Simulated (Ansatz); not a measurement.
# Quasi-harmonic thermodynamics of TePb (Fm-3m), part 2 of 3

How much does TePb expand with temperature?

Ansatz 0.2.0; DFT RPBE, scalar-relativistic, plane waves, PAW.

So far. Step 2 (Probe on a coarse mesh): The start is under 3.7 GPa at this level and looks like an insulator or semiconductor on this mesh. The relaxed cell has a = 6.655 Å (conventional setting).

## 5. Tight relaxation

The relaxation is repeated with tighter thresholds on force and stress, since phonons are sensitive to what is left; a change of mesh or smearing in the input moves the cell too.

Input file input.yaml:

```yaml
crystal:
  lattice:
    - [0.0, 3.327588809, 3.327588809]
    - [3.327588809, 0.0, 3.327588809]
    - [3.327588809, 3.327588809, 0.0]
  atoms:
    - { symbol: Te, position: [0.5, 0.5, 0.5] }
    - { symbol: Pb, position: [0.0, 0.0, 0.0] }
kpoints:
  mp_grid: { grid: [8, 8, 8] }
hamiltonian:
  xc: rpbe
scf:
  occupations: { method: fixed }
output:
  forces: true
  stress: true
  eigenvalues: true
relax:
  adjacent_minimum: "off"
  f_tol: 0.001
  max_steps: 60
  cell: { stress_tol: 0.01 }
```

Launch:

```sh
> ansatz run input.yaml --threads 4 --pin off --max-ram 8192MiB --backend cpu --events-out ev --progress --plain --runs-dir out
```

Numbers of over 12 decimals in the logs are rounded to 6 here.

What it wrote:

```text
[...]
Crystal: 2 atoms, lattice volume = 73.692 Å³
Basis set: ecut = 420 eV, 1459 PW (Γ), exchange–correlation on 64×64×64 points (8 copies of the dense FFT grid, shifted against one another)
Bands: 19, of which v1, the nominal top of the filled ones, is band 15 counted from 1 (14 counted from 0)
Symmetry: 48 space group operations
[...]
k-points: 29 of 512
[...]
k-point 28: bands = [... 11 lower, -0.1917, 4.3010, 4.3010, 7.2411, 9.2749, 12.6764, 12.6764, 14.2231]
--- Relaxed structure (1 steps of the walk, 1 accepted, 1 SCFs on fresh bases) ---
[...]
cell:  # Å, volume = 73.6918 Å³
    - [0.0, 3.327588809, 3.327588809]
    - [3.327588809, 0.0, 3.327588809]
    - [3.327588809, 3.327588809, 0.0]
  atoms:
    - { symbol: Te, position: [0.5, 0.5, 0.5] }
    - { symbol: Pb, position: [0.0, 0.0, 0.0] }
[key lines of the parts left out:]
SCF converged after 6 iterations
Free energy (F): -18911.351004 eV
Fermi energy:    7.475032 eV
P = ⅓ Tr σ = -0.0007 GPa (-0.007 kbar)
```

It took 1.1 s on 4 threads of Intel Xeon Gold 6455B (Sapphire Rapids), shared host; peak memory 0.45 GiB; 3.4 s of CPU time.

Little changed from the start: no atom moved by 0.005 Å and no cell edge by 0.1 %.

Numbers from this step:

- pressure: -7.00e-4 GPa

The residual pressure is -7.0e-4 GPa, small enough for phonons.

## 6. A faulty attempt

This input was changed on purpose, to see how the program answers.

input.yaml, the sections that differ from step 5:

```yaml
scf:
  occupations: { method: fixed }
  max_iter: 50
output:
  eigenvalues: true
phonons:
  method: dfpt
  qmesh: [4, 4, 4]
  thermal_expansion: { pressure: "5 eV" }
# crystal, kpoints, hamiltonian: as in step 5
# relax: removed
```

What it wrote:

```text
Error: YAML parse error: error: line 21 column 34: expected [pressure], got [energy] (`eV`)
  --> <input>:21:34
   |
19 |   method: dfpt
20 |   qmesh: [4, 4, 4]
21 |   thermal_expansion: { pressure: "5 eV" }
   |                                  ^ expected [pressure], got [energy] (`eV`)
```

It took 0.02 s on 4 threads; peak memory 0.03 GiB.

The input was rejected at the start.

The program's message: “Error: YAML parse error: error: line 21 column 34: expected [pressure], got [energy] (`eV`)
  --> <input>:21:34
   |
19 |   method: dfpt
20 |   qmesh: [4, 4, 4]
21 |   thermal_expansion: { pressure: " …”

The fault put into the input: a pressure in the wrong unit.

## 7. Phonons on strained cells

Thermal expansion follows from how the free energy of the vibrations (and of the electrons in a metal) changes with strain, so the program makes strained cells, their phonons and a fit in one run.

Changes to input.yaml since step 6:

```diff
@@ -14,3 +14,2 @@
   occupations: { method: fixed }
-  max_iter: 50
 output:
@@ -20,2 +19,3 @@
   qmesh: [4, 4, 4]
-  thermal_expansion: { pressure: "5 eV" }
+  temperatures: { t_max: 800.0, t_step: 50 }
+  thermal_expansion: {}
```

What it wrote:

```text
The last accepted step is kept in <dir> (removed where the run ends without a failure and the disk answers)
Engine: ansatz 0.2.0, x86_64-unknown-linux-gnu
Pseudopotentials: kind: paw
Pseudopotential: Te, paw, valence charge 16, recommended cutoff 420 eV (normal), Te.paw.azcp
Pseudopotential: Pb, paw, valence charge 14, recommended cutoff 420 eV (normal), Pb.paw.azcp
Functional definition: RPBE
  parameter kappa = 0.804
  parameter beta = 0.066725
  exchange = rpbe_x(kappa = kappa, mu = beta*pi^2/3)
  correlation = pbe_c(beta = beta)
Crystal: 2 atoms, lattice volume = 73.692 Å³
Basis set: ecut = 487.2 eV, 1807 PW (Γ), exchange–correlation on 72×72×72 points (8 copies of the dense FFT grid, shifted against one another)
Bands: 19, of which v1, the nominal top of the filled ones, is band 15 counted from 1 (14 counted from 0)
Symmetry: 48 space group operations
Space group: Fm-3m (ITA 225), of the structure as read, at distance tolerance 4.2e-5 Å
k-points: 29 of 512
Non-local potential: Te, projectors of the file, l = 0: 2, l = 1: 2, l = 2: 2, l = 3: 2
Non-local potential: Pb, projectors of the file, l = 0: 2, l = 1: 2, l = 2: 2, l = 3: 2
PAW form: soft (Blöchl's): semilocal exchange-correlation on the pseudo side does not see the compensation charge
PAW frozen core: Te, regenerated for the run's functional, and the local potential with it (the file was generated under x = pbe(κ = 0.804, μ = 0.219515), c = pbe(β = 0.066725))
PAW frozen core: Pb, regenerated for the run's functional, and the local potential with it (the file was generated under x = pbe(κ = 0.804, μ = 0.219515), c = pbe(β = 0.066725))
PAW one-centre angular grid: Te, 590 points (default); XC on 64 Gauss nodes
PAW one-centre angular grid: Pb, 590 points (default); XC on 64 Gauss nodes
Initial density: superposition of atomic densities (neutral atoms: chi_scale 0, normalization atom), corrected by the library's trained network
Initial wavefunctions: pseudopotential atomic-orbital guess
Functional: x = rpbe, c = pbe(β = 0.066725)
SCF iter   1: F=—  HF=-18911.354265 eV  |F-HF|=—  |Δ(HF+E_count)|=         —  Δρ=1.79e-3  dr2=2.23e-3  ethr=1.77e-3  ⟨swp⟩=5.0  Hψ=2314  notcnv=0  defer=42
preconditioner: auto → none  [insulator: Δε(μ)=0.969 eV  Ē_g=14.566 eV  n_scr=14 (ndim 8)  ℏωp=19.3 eV  f_vac=0.023  ε∞_Penn≈2.8]
SCF iter   2: F=—  HF=-18911.352086 eV  |F-HF|=—  |Δ(HF+E_count)|=   2.18e-3  Δρ=6.23e-4  dr2=1.73e-4  ethr=7.43e-6  ⟨swp⟩=2.7  Hψ=1321  notcnv=0  defer=51
SCF iter   3: F=—  HF=-18911.352198 eV  |F-HF|=—  |Δ(HF+E_count)|=   1.13e-4  Δρ=3.33e-4  dr2=5.04e-5  ethr=5.77e-7  ⟨swp⟩=2.0  Hψ=1007  notcnv=0  defer=49
[...]
relax step   1: F+E_penalty+E_count = -18911.35227084 eV  Δ(F+E_penalty+E_count) = +0.000e0 eV  max|allowed force component| = 1.670e-29 eV/Å  Δτ_max = 0.0000 Å  (8 SCF iters, accepted)
SCF converged after 8 iterations
Free energy (F): -18911.352271 eV
Harris-Foulkes:  -18911.352271 eV  (|F-HF|=1.09e-11)
Internal energy: -18911.352271 eV  (E = F + TS)
E sigma→0 (E₀):  -18911.352271 eV
Fermi energy:    7.474881 eV
--- Per-component energies (eV) ---
  E_band       = -346.072990
  E_kinetic    = 465.901176
  E_local      = -2516.468288  (includes V_loc(G=0)·N_el)
  E_nonlocal   = 38.428602
  E_hartree    = 1306.224899
  E_xc         = -345.138554
  E_vxc        = -235.292385  (∫ρ·V_xc dr)
  E_paw        = -15090.230747  (= ΣΔE_a)
  E_vpaw       = -711.092040  (= ΣTr[D̂ρ^β])
  E_aug_tail   = -0.000017  (compensation charges beyond the density's cutoff)
  E_ewald      = -2770.108433
  E_core_change = 0.039091  (= ΣΔE_core)
  E_smearing   = -0.000000  (= −TS)
  E_closure    = -0.000000  (closes the sum)
  Σ components = -18911.352271   (vs F -18911.352271, Δ=0.00e0)
--- Forces (eV/Å), atoms counted from 1 ---
  atom   1  Te     0.00000000    -0.00000000    -0.00000000
  atom   2  Pb    -0.00000000     0.00000000     0.00000000
  max |Σ_I F_I| component: 2.97e-29 eV/Å
--- Stress (GPa, compression-positive) ---
       -0.001437       0.000000       0.000000
       -0.000000      -0.001437      -0.000000
        0.000000      -0.000000      -0.001437
  P = ⅓ Tr σ = -0.0014 GPa (-0.014 kbar)
--- Band table (eV; the first three rows and the last of 29) ---
  k-point 0: bands = [... 11 lower, 1.7075, 6.4405, 6.4405, 6.4405, 11.4825, 11.4825, 11.4825, 13.5157]
  k-point 1: bands = [... 11 lower, 1.3816, 6.4763, 6.4763, 6.6052, 10.7878, 10.9637, 10.9637, 13.3977]
  k-point 2: bands = [... 11 lower, 0.6112, 6.5860, 6.5860, 6.9424, 9.6977, 10.0414, 10.0414, 13.6793]
  k-point 28: bands = [... 11 lower, -0.1919, 4.3009, 4.3009, 7.2411, 9.2748, 12.6763, 12.6763, 14.2229]
── thermal expansion: 3 new cells, 3 in all ──
thermal expansion: relaxation of cell 2
thermal expansion: relaxation of cell 3
── thermal expansion: 2 new cells, 5 in all ──
thermal expansion: relaxation of cell 4
thermal expansion: lower-state search of cell 4
thermal expansion: phonons of cell 4
WARN: thermal expansion: vibrations_at_or_below_zero in the phonons of 1 cell: 4
this run last wrote the structure of step 1 to <dir>
--- Relaxed structure (1 steps of the walk, 1 accepted, 0 SCFs on fresh bases) ---
  F+E_penalty+E_count = -18911.35227084 eV   max|allowed force component| = 1.670e-29 eV/Å
  atoms:
    - { symbol: Te, position: [0.5, 0.5, 0.5] }
    - { symbol: Pb, position: [0.0, 0.0, 0.0] }
--- Thermal expansion: 5 cells in 2 rounds, 0 GPa ---
  no lower state was reached at cell 4
  not told: vibrations stand at or below zero in cell 4 (0.047 modes a cell, the lowest at -21.9 cm⁻¹): the crystal is at no minimum there, or its k-points are too few: type the crystal that it becomes, another pressure, or a denser kpoints.mp_grid, in a new run
  vibrations_at_or_below_zero in the phonons of 1 cell: 4
Error: vibrations stand at or below zero in cell 4 (0.047 modes a cell, the lowest at -21.9 cm⁻¹): the crystal is at no minimum there, or its k-points are too few: type the crystal that it becomes, another pressure, or a denser kpoints.mp_grid, in a new run
```

The job ended after 3.5 min (4 threads; peak memory 2.3 GiB).

The run ended with an error.

The program's message: “vibrations stand at or below zero in cell 4 (0.047 modes a cell, the lowest at -21.9 cm⁻¹): the crystal is at no minimum there, or its k-points are too few: type the crystal that it becomes, another p …”

(Part 2 of 3 ends here.)

[Logs are printed without paths, hosts, clocks, repeated set-up lines and the standing remarks that a program may print on its own settings, such as how far it seeks lower states.]

[Hosts, paths, dates, database ids (printed as entryN), source tags and the programs' standing remarks are cut or masked in the printed files.]

[A step with changed settings may run another functional than the one named; its input shows which.]
